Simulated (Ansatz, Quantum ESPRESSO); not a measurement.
# Work function of Mo(100), 5 layers, one monolayer of Si on top sites, part 4 of 5

Wanted: work functions and the surface dipole of Mo(100), 5 layers, one monolayer of Si on top sites at several levels, with their cost.

Quantum ESPRESSO 7.5; plane-wave DFT, PBE, GBRV ultrasoft pseudopotentials; geometry and cross-check by Ansatz 0.2.0 with PAW datasets.

So far. Step 8 (SCF with pw.x: open boundaries by the effective …): The upper level is 5.102 eV against 5.095 eV from the periodic run.

### 9. Ground state: revPBE, GBRV ultrasoft

Next, another level on the same atoms.

Level of this step: plane-wave DFT, revPBE, GBRV ultrasoft pseudopotentials made under PBE (Quantum ESPRESSO 7.5). input_dft overrides the functional of the files.

The input, gbrv-revpbe.in:

```
&control
  prefix = 'gbrv-revpbe'
  outdir = './out'
  pseudo_dir = './pseudo'
  calculation = 'scf'
  tprnfor = .true.
/
&system
  ibrav = 0
  nat = 6
  ntyp = 2
  ecutwfc = 40
  ecutrho = 200
  input_dft = 'revpbe'
  occupations = 'smearing'
  smearing = 'mv'
  degauss = 0.02
  assume_isolated = 'esm'
  esm_bc = 'bc1'
/
&electrons
  conv_thr = 1e-07
  mixing_beta = 0.4
  electron_maxstep = 120
  mixing_mode = 'local-TF'
/
ATOMIC_SPECIES
  Mo  95.9500  mo_pbe_v1.uspp.F.UPF
  Si  28.0850  si_pbe_v1.uspp.F.UPF
CELL_PARAMETERS angstrom
  3.15000000000000 0.00000000000000 0.00000000000000
  0.00000000000000 3.15000000000000 0.00000000000000
  0.00000000000000 0.00000000000000 25.30000000000000
ATOMIC_POSITIONS crystal
  Mo  0.000000000000 0.000000000000 -0.171647694834
  Mo  0.500000000000 0.500000000000 -0.109394730434
  Mo  0.000000000000 0.000000000000 -0.047141765934
  Mo  0.500000000000 0.500000000000 0.016944116178
  Mo  -0.000000000000 0.000000000000 0.075765865547
  Si  -0.000000000000 0.000000000000 0.171647694834
K_POINTS automatic
  8 8 1 0 0 0
```

The run is started by

```sh
$ OMP_NUM_THREADS=1 mpirun -n 4 pw.x -nk 4 -in gbrv-revpbe.in > gbrv-revpbe.out
```

The log of the run:

```text
[banner, memory and clock lines left out]
Program PWSCF v.7.5 starts
[citation notice left out]

[...]
Message from routine setup:
[...]
bravais-lattice index     =            0
     lattice parameter (alat)  =       5.9526  a.u.
     unit-cell volume          =    1694.0968 (a.u.)^3
     number of atoms/cell      =            6
     number of atomic types    =            2
     number of electrons       =        74.00
     number of Kohn-Sham states=           44
     kinetic-energy cutoff     =      40.0000  Ry
     charge density cutoff     =     200.0000  Ry
     scf convergence threshold =      1.0E-07
     mixing beta               =       0.4000
     number of iterations used =            8  local-TF  mixing
     Exchange-correlation= REVPBE
                           (   1   4   4   4   0   0   0)

     Effective Screening Medium Method
     Boundary Conditions: Vacuum-Slab-Vacuum
     total charge in unit cell        =   0.0000
     grid points for fit at edges     =        4

[...]
PseudoPot. # 1 for Mo read from file:
     ./pseudo/mo_pbe_v1.uspp.F.UPF
     Pseudo is Ultrasoft + core correction, Zval = 14.0
     Generated by new atomic code, or converted to UPF format
     Using radial grid of  889 points,  6 beta functions with:
                l(1) =   0
                l(2) =   0
                l(3) =   1
                l(4) =   1
                l(5) =   2
                l(6) =   2
     Q(r) pseudized with  6 coefficients,  rinner =    1.000   1.000   1.000
                                                       1.000   1.000

     PseudoPot. # 2 for Si read from file:
     ./pseudo/si_pbe_v1.uspp.F.UPF
     Pseudo is Ultrasoft + core correction, Zval =  4.0
     Generated by new atomic code, or converted to UPF format
     Using radial grid of  899 points,  6 beta functions with:
                l(1) =   0
                l(2) =   0
                l(3) =   1
                l(4) =   1
                l(5) =   2
                l(6) =   2
     Q(r) pseudized with  8 coefficients,  rinner =    0.900   0.900   0.900
                                                       0.900   0.900

     atomic species   valence    mass     pseudopotential
     Mo               14.00    95.95000     Mo( 1.00)
     Si                4.00    28.08500     Si( 1.00)

      8 Sym. Ops. (no inversion) found

[...]
number of k points=    15  Marzari-Vanderbilt smearing, width (Ry)=  0.0200
[...]
Dense  grid:    80871 G-vectors     FFT dimensions: (  27,  27, 216)

     Smooth grid:    57637 G-vectors     FFT dimensions: (  24,  24, 200)

     Initial potential from superposition of free atoms

     starting charge      73.9940, renormalised to      74.0000

     negative rho (up, down):  4.429E-03 0.000E+00
     Starting wfcs are   69 randomized atomic wfcs

     per-process dynamical memory:    74.8 Mb

     Self-consistent Calculation

     iteration #  1     ecut=    40.00 Ry     beta= 0.40
     Davidson diagonalization with overlap
     ethr =  1.00E-02,  avg # of iterations =  1.1

     negative rho (up, down):  1.691E-03 0.000E+00

     total energy              =    -705.93977886 Ry
     estimated scf accuracy    <       6.59394284 Ry

     iteration #  2     ecut=    40.00 Ry     beta= 0.40
[...]
negative rho (up, down):  4.345E-04 0.000E+00

[...]
total energy              =    -705.84882027 Ry
     estimated scf accuracy    <       3.07409194 Ry

     iteration #  3     ecut=    40.00 Ry     beta= 0.40
[...]
negative rho (up, down):  4.928E-05 0.000E+00

[...]
total energy              =    -705.74561246 Ry
     estimated scf accuracy    <       1.18984415 Ry

     iteration #  4     ecut=    40.00 Ry     beta= 0.40
[...]
negative rho (up, down):  5.393E-05 0.000E+00

[...]
total energy              =    -706.16191051 Ry
     estimated scf accuracy    <       1.84480472 Ry

     iteration #  5     ecut=    40.00 Ry     beta= 0.40
[...]
negative rho (up, down):  1.164E-04 0.000E+00

[...]
total energy              =    -706.03572751 Ry
     estimated scf accuracy    <       1.66656368 Ry

     iteration #  6     ecut=    40.00 Ry     beta= 0.40
[...]
negative rho (up, down):  9.948E-05 0.000E+00

[...]
total energy              =    -706.01085745 Ry
     estimated scf accuracy    <       0.42074867 Ry

[...]
iteration # 51     ecut=    40.00 Ry     beta= 0.40
[...]
negative rho (up, down):  4.511E-03 0.000E+00

[...]
total energy              =    -706.06822143 Ry
     estimated scf accuracy    <       0.00000088 Ry

     iteration # 52     ecut=    40.00 Ry     beta= 0.40
[...]
negative rho (up, down):  4.510E-03 0.000E+00

[...]
total energy              =    -706.06819873 Ry
     estimated scf accuracy    <       0.00000031 Ry

     iteration # 53     ecut=    40.00 Ry     beta= 0.40
[...]
negative rho (up, down):  4.498E-03 0.000E+00

[...]
total energy              =    -706.06819733 Ry
     estimated scf accuracy    <       0.00000015 Ry

     iteration # 54     ecut=    40.00 Ry     beta= 0.40
[...]
negative rho (up, down):  4.501E-03 0.000E+00

[...]
End of self-consistent calculation

          k = 0.0000 0.0000 0.0000 (  7181 PWs)   bands (ev):

   -65.6958 -65.4608 -65.2930 -65.2363 -64.9754 -39.9221 -39.8330 -39.8330
   -39.7020 -39.4979 -39.4979 -39.4717 -39.2919 -39.2919 -39.1853 -39.0140
   -39.0140 -38.8981 -38.7854 -38.7854 -12.7491 -10.8565  -9.3536  -9.2558
    -9.1755  -8.2835  -7.9761  -7.7337  -6.6643  -6.0404  -5.6591  -5.6591
    -5.3455  -5.2059  -5.2059  -4.6664  -4.5188  -4.4773  -4.4773  -4.4673
    -3.2519  -3.1461  -3.0813  -3.0813

          k = 0.0000 0.1250 0.0000 (  7196 PWs)   bands (ev):

   -65.6827 -65.4550 -65.2857 -65.2422 -64.9814 -39.9551 -39.9260 -39.8031
   -39.6641 -39.5855 -39.4783 -39.4052 -39.3759 -39.2867 -39.1251 -39.0513
   -39.0327 -38.8737 -38.8082 -38.8032 -12.5528 -10.5554  -9.1509  -9.0877
    -8.9351  -8.1856  -7.8633  -7.6275  -6.5909  -6.0559  -5.9594  -5.9201
    -5.7236  -5.0944  -5.0655  -4.9984  -4.8071  -4.3647  -3.8494  -3.8485
    -3.7789  -3.5014  -2.9982  -2.5134

[...]
the Fermi energy is    -4.4351 ev

!    total energy              =    -706.06819101 Ry
     estimated scf accuracy    <       0.00000002 Ry
     smearing contrib. (-TS)   =      -0.00053997 Ry
     internal energy E=F+TS    =    -706.06765104 Ry

     The total energy is F=E-TS. E is the sum of the following terms:
     one-electron contribution =   10542.55815789 Ry
     hartree contribution      =   -5292.97763101 Ry
     xc contribution           =    -100.71490649 Ry
     ewald contribution        =   -5854.93327143 Ry

     convergence has been achieved in  54 iterations

     negative rho (up, down):  4.501E-03 0.000E+00

     Forces acting on atoms (cartesian axes, Ry/au):

     atom    1 type  1   force =     0.00000000    0.00000000    0.04476055
     atom    2 type  1   force =     0.00000000    0.00000000   -0.04038414
     atom    3 type  1   force =     0.00000000    0.00000000   -0.00904648
     atom    4 type  1   force =     0.00000000    0.00000000   -0.00167503
     atom    5 type  1   force =     0.00000000    0.00000000    0.00463973
     atom    6 type  2   force =     0.00000000    0.00000000    0.00089194

     Total force =     0.061167     Total SCF correction =     0.001171

[...]
```

Run time: 2.3 min. Hardware: 4 MPI ranks of Arm Neoverse V2, shared host; peak memory 0.69 GiB.

Numbers from this step:

| Item | Value |
| --- | --- |
| free energy | -9606.5471 eV |
| Fermi energy | -4.435 eV |
| vacuum line at the lower end of the cell, over the Fermi level | 3.825 eV |
| vacuum line at the upper end of the cell, over the Fermi level | 5.046 eV |

The potential energy, planar mean oscillates, so the rows of the table below give means over windows of 1.58 Å about each position, cut where the curve ends. Its maxima inside the range that stand out by 2 % of the span (Å: eV): -3.5: -8.11, -2.0: -8.49, -0.3: -7.62, 1.2: -9.74, 3.2: 2.07. Its minima: -4.3: -23.6, -2.8: -23.9, -1.2: -24.1, 0.5: -23.9, 1.9: -23.6, 4.3: -9.54.

Electrostatic potential energy of an electron; zero at the Fermi level. Table of potential energy, planar mean by z; means over each step:

z (Å), potential energy, planar mean (eV) and a bar from the least value:
```
   -11.86        3.8 ############################
   -10.28        3.8 ############################
    -8.70        3.8 ############################
    -7.12        3.7 ############################
    -5.54       -0.8 ######################
    -3.96      -15.6 ##
    -2.38      -16.2 #
    -0.80      -15.8 #
     0.78      -16.9 
     2.36      -11.5 #######
     3.94       -4.3 #################
     5.52        1.7 #########################
     7.10        5.0 ##############################
     8.68        5.0 ##############################
    10.26        5.0 ##############################
    11.84        5.0 ##############################
```

The upper face goes from 5.102 eV (PBE, GBRV) to 5.046 eV, a change of -0.057 eV.

### 10. SCF with pw.x: PBE, SG15 norm-conserving

Level of this step: plane-wave DFT, PBE, SG15 norm-conserving pseudopotentials (Quantum ESPRESSO 7.5).

sg15-pbe.in, as its differences from the input of step 9:

```diff
@@ -1,3 +1,3 @@
 &control
-  prefix = 'gbrv-revpbe'
+  prefix = 'sg15-pbe'
   outdir = './out'
@@ -11,5 +11,4 @@
   ntyp = 2
-  ecutwfc = 40
-  ecutrho = 200
-  input_dft = 'revpbe'
+  ecutwfc = 60
+  ecutrho = 240
   occupations = 'smearing'
@@ -27,4 +26,4 @@
 ATOMIC_SPECIES
-  Mo  95.9500  mo_pbe_v1.uspp.F.UPF
-  Si  28.0850  si_pbe_v1.uspp.F.UPF
+  Mo  95.9500  Mo_ONCV_PBE-1.2.upf
+  Si  28.0850  Si_ONCV_PBE-1.2.upf
 CELL_PARAMETERS angstrom
```

The run is started by

```sh
$ OMP_NUM_THREADS=1 mpirun -n 4 pw.x -nk 4 -in sg15-pbe.in > sg15-pbe.out
```

The log of the run:

```text
[banner, memory and clock lines left out]
Program PWSCF v.7.5 starts
[citation notice left out]

[...]
Message from routine setup:
[...]
bravais-lattice index     =            0
     lattice parameter (alat)  =       5.9526  a.u.
     unit-cell volume          =    1694.0968 (a.u.)^3
     number of atoms/cell      =            6
     number of atomic types    =            2
     number of electrons       =        74.00
     number of Kohn-Sham states=           44
     kinetic-energy cutoff     =      60.0000  Ry
     charge density cutoff     =     240.0000  Ry
     scf convergence threshold =      1.0E-07
     mixing beta               =       0.4000
     number of iterations used =            8  local-TF  mixing
     Exchange-correlation= PBE
                           (   1   4   3   4   0   0   0)

     Effective Screening Medium Method
     Boundary Conditions: Vacuum-Slab-Vacuum
     total charge in unit cell        =   0.0000
     grid points for fit at edges     =        4

[...]
PseudoPot. # 1 for Mo read from file:
     ./pseudo/Mo_ONCV_PBE-1.2.upf
     Pseudo is Norm-conserving, Zval = 14.0
     Generated using ONCVPSP code by D. R. Hamann
     Using radial grid of  602 points,  6 beta functions with:
                l(1) =   0
                l(2) =   0
                l(3) =   1
                l(4) =   1
                l(5) =   2
                l(6) =   2

     PseudoPot. # 2 for Si read from file:
     ./pseudo/Si_ONCV_PBE-1.2.upf
     Pseudo is Norm-conserving, Zval =  4.0
     Generated using ONCVPSP code by D. R. Hamann
     Using radial grid of  602 points,  4 beta functions with:
                l(1) =   0
                l(2) =   0
                l(3) =   1
                l(4) =   1

     atomic species   valence    mass     pseudopotential
     Mo               14.00    95.95000     Mo( 1.00)
     Si                4.00    28.08500     Si( 1.00)

      8 Sym. Ops. (no inversion) found

[...]
number of k points=    15  Marzari-Vanderbilt smearing, width (Ry)=  0.0200
[...]
Dense  grid:   106475 G-vectors     FFT dimensions: (  30,  30, 240)

     Initial potential from superposition of free atoms

     starting charge      73.5003, renormalised to      74.0000

     negative rho (up, down):  4.142E-04 0.000E+00
     Starting wfcs are random

     per-process dynamical memory:   109.8 Mb

     Self-consistent Calculation

     iteration #  1     ecut=    60.00 Ry     beta= 0.40
     Davidson diagonalization with overlap
     c_bands:  2 eigenvalues not converged
     c_bands:  2 eigenvalues not converged
     ethr =  1.00E-02,  avg # of iterations = 39.7

     negative rho (up, down):  4.181E-04 0.000E+00

     total energy              =    -691.31714310 Ry
     estimated scf accuracy    <       7.48787322 Ry

     iteration #  2     ecut=    60.00 Ry     beta= 0.40
[...]
negative rho (up, down):  3.405E-06 0.000E+00

[...]
total energy              =    -691.61552416 Ry
     estimated scf accuracy    <       0.45128374 Ry

     iteration #  3     ecut=    60.00 Ry     beta= 0.40
[...]
c_bands:  3 eigenvalues not converged
[...]
negative rho (up, down):  1.603E-06 0.000E+00

[...]
total energy              =    -693.26707699 Ry
     estimated scf accuracy    <       1.34938511 Ry

     iteration #  4     ecut=    60.00 Ry     beta= 0.40
[...]
negative rho (up, down):  3.201E-03 0.000E+00

[...]
total energy              =    -693.22820943 Ry
     estimated scf accuracy    <       1.19773199 Ry

     iteration #  5     ecut=    60.00 Ry     beta= 0.40
[...]
negative rho (up, down):  4.431E-03 0.000E+00

[...]
total energy              =    -693.21904025 Ry
     estimated scf accuracy    <       0.28163811 Ry

     iteration #  6     ecut=    60.00 Ry     beta= 0.40
[...]
negative rho (up, down):  4.569E-04 0.000E+00

[...]
total energy              =    -693.22667910 Ry
     estimated scf accuracy    <       0.04816395 Ry

[...]
iteration # 42     ecut=    60.00 Ry     beta= 0.40
[...]
negative rho (up, down):  2.889E-07 0.000E+00

[...]
total energy              =    -693.32754822 Ry
     estimated scf accuracy    <       0.00000094 Ry

     iteration # 43     ecut=    60.00 Ry     beta= 0.40
[...]
negative rho (up, down):  2.499E-07 0.000E+00

[...]
total energy              =    -693.32749633 Ry
     estimated scf accuracy    <       0.00000059 Ry

     iteration # 44     ecut=    60.00 Ry     beta= 0.40
[...]
negative rho (up, down):  3.013E-07 0.000E+00

[...]
total energy              =    -693.32751092 Ry
     estimated scf accuracy    <       0.00000238 Ry

     iteration # 45     ecut=    60.00 Ry     beta= 0.40
[...]
End of self-consistent calculation

          k = 0.0000 0.0000 0.0000 ( 13381 PWs)   bands (ev):

   -65.6865 -65.4632 -65.2916 -65.2506 -64.9788 -39.9372 -39.8482 -39.8482
   -39.7205 -39.5158 -39.5158 -39.4900 -39.3093 -39.3093 -39.2011 -39.0342
   -39.0342 -38.9132 -38.7991 -38.7991 -12.8049 -10.9256  -9.4353  -9.3247
    -9.2555  -8.3560  -8.0405  -7.8055  -6.7246  -6.0976  -5.7241  -5.7241
    -5.4106  -5.2640  -5.2640  -4.7245  -4.5790  -4.5310  -4.5310  -4.5235
    -3.3145  -3.1947  -3.1316  -3.1310

          k = 0.0000 0.1250 0.0000 ( 13367 PWs)   bands (ev):

   -65.6731 -65.4567 -65.2849 -65.2564 -64.9852 -39.9711 -39.9419 -39.8180
   -39.6823 -39.6036 -39.4961 -39.4226 -39.3947 -39.3037 -39.1387 -39.0725
   -39.0533 -38.8889 -38.8221 -38.8168 -12.6083 -10.6243  -9.2310  -9.1570
    -9.0134  -8.2567  -7.9283  -7.6986  -6.6513  -6.1149  -6.0244  -5.9846
    -5.7855  -5.1533  -5.1240  -5.0573  -4.8677  -4.4233  -3.9015  -3.9014
    -3.8319  -3.5546  -3.0563  -2.5679

[...]
the Fermi energy is    -4.4894 ev

!    total energy              =    -693.32749053 Ry
     estimated scf accuracy    <       0.00000008 Ry
     smearing contrib. (-TS)   =      -0.00062923 Ry
     internal energy E=F+TS    =    -693.32686130 Ry

     The total energy is F=E-TS. E is the sum of the following terms:
     one-electron contribution =   10531.62400216 Ry
     hartree contribution      =   -5289.90384679 Ry
     xc contribution           =     -80.11374524 Ry
     ewald contribution        =   -5854.93327143 Ry

     convergence has been achieved in  45 iterations

     Forces acting on atoms (cartesian axes, Ry/au):

     atom    1 type  1   force =     0.00000000    0.00000000    0.04981498
     atom    2 type  1   force =     0.00000000    0.00000000   -0.03927586
     atom    3 type  1   force =     0.00000000    0.00000000   -0.00866237
     atom    4 type  1   force =     0.00000000    0.00000000   -0.00147992
     atom    5 type  1   force =     0.00000000    0.00000000    0.00108639
     atom    6 type  2   force =     0.00000000    0.00000000   -0.00107306

     Total force =     0.064060     Total SCF correction =     0.002115

[...]
```

Wall time 4 min (4 MPI ranks); peak memory 0.73 GiB.

Read from the output:

* free energy: -9433.2011 eV
* Fermi energy: -4.489 eV
* vacuum line at the lower end of the cell, over the Fermi level: 3.891 eV
* vacuum line at the upper end of the cell, over the Fermi level: 5.088 eV

The potential energy, planar mean oscillates, so the rows of the table below give means over windows of 1.58 Å about each position, cut where the curve ends. Its maxima inside the range that stand out by 2 % of the span (Å: eV): -3.6: -7.61, -2.0: -8.07, -0.4: -7.33, 1.2: -9.06, 3.3: 2.12. Its minima: -4.3: -22.6, -2.7: -23.1, -1.2: -23.1, 0.4: -23.0, 1.9: -22.7, 4.3: -18.1.

Electrostatic potential energy of an electron; zero at the Fermi level. Potential energy, planar mean against z; means over each step:

z (Å), potential energy, planar mean (eV) and a bar from the least value:
```
   -11.86        3.9 ############################
   -10.28        3.9 ############################
    -8.70        3.9 ############################
    -7.12        3.8 ############################
    -5.54       -0.5 ######################
    -3.96      -14.7 ##
    -2.38      -15.3 #
    -0.80      -14.9 #
     0.78      -15.8 
     2.36      -10.8 #######
     3.94       -7.3 ############
     5.52        1.7 #########################
     7.10        5.0 ##############################
     8.68        5.1 ##############################
    10.26        5.1 ##############################
    11.84        5.1 ##############################
```

The upper face goes from 5.102 eV (PBE, GBRV) to 5.088 eV, a change of -0.014 eV, a small one, from the pseudopotentials and their cutoffs.

[end of part 4 of 5]

[Logs are printed without paths, hosts, clocks, repeated set-up lines and the standing remarks that a program may print on its own settings, such as how far it seeks lower states.]

[Hosts, paths, dates, database ids (printed as entryN), source tags and the programs' standing remarks are cut or masked in the printed files.]

[Maps of the electrostatic potential energy from Ansatz leave out the sawtooth potential of an applied field or a dipole correction, so their vacuum need not be flat; planar profiles and work functions include it.]
